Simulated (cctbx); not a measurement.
# Resonant diffraction in KMnAg3Br6

Space group R-3c (no. 167), a = 12.3630 Å, b = 12.3630 Å, c = 14.8150 Å, α = 90.00°, β = 90.00°, γ = 120.00°.

```csv
atom,mult.,x,y,z,Ueq (Å²)
Ag1,18,0.7073,2/3,0.4167,0.0074
Br1,36,0.1865,0.0320,0.6071,0.0108
Mn1,6,0,0,1/2,0.0117
K1,6,0,0,3/4,0.0094
```

The model is made up (kin elements in a known structure type, no relaxation), so it says nothing on whether the phase exists.

Calculated with cctbx: free-atom f′ and f″ from the Sasaki tables, no fine structure; amplitudes in electrons.

```csv
E (eV),F 2 0 2,F 1 3 1,F 2 1 4,F 2 2 3
5939,38.9,750.1,582.3,1132.8
6289,40.2,749.4,576.5,1131.6
6419,42.8,749.1,571.9,1131.0
6479,45.9,749.0,567.4,1130.8
6509,49.1,748.9,563.2,1130.6
6524,52.6,748.8,558.9,1130.5
6531,56.0,748.8,555.0,1130.5
6535,59.6,748.8,550.9,1130.5
6543,53.9,748.8,551.3,1130.5
6547,49.0,748.8,556.2,1130.4
6554,44.7,748.7,560.4,1130.4
6569,40.1,748.7,565.1,1130.3
6599,35.6,748.6,569.5,1130.2
6689,29.6,748.3,575.5,1129.7
6939,23.8,747.6,581.2,1128.5
```

**Question.** Which edge is crossed, and why do the reflections move as they do?

The K edge of Mn. The edge is at 6539 eV. f′ of Mn falls from -3.7 e at 6419 eV to -7.3 e at 4 eV below it, and f″ steps from 0.46 to 3.95 e across it. Over that approach |F| changes by +39 % (2 0 2), -0 % (1 3 1), -4 % (2 1 4) and -0 % (2 2 3): a reflection falls where Mn scatters in phase with the total and rises where it scatters against it; it hardly moves where the Mn term is small or cancels by symmetry. Above the edge the larger f″ enters the imaginary part, where it can add to or cancel the other atoms' f″. The structure is centrosymmetric, so Friedel mates stay equal.

[Logs are printed without paths, hosts, clocks, repeated set-up lines and the standing remarks that a program may print on its own settings, such as how far it seeks lower states.]
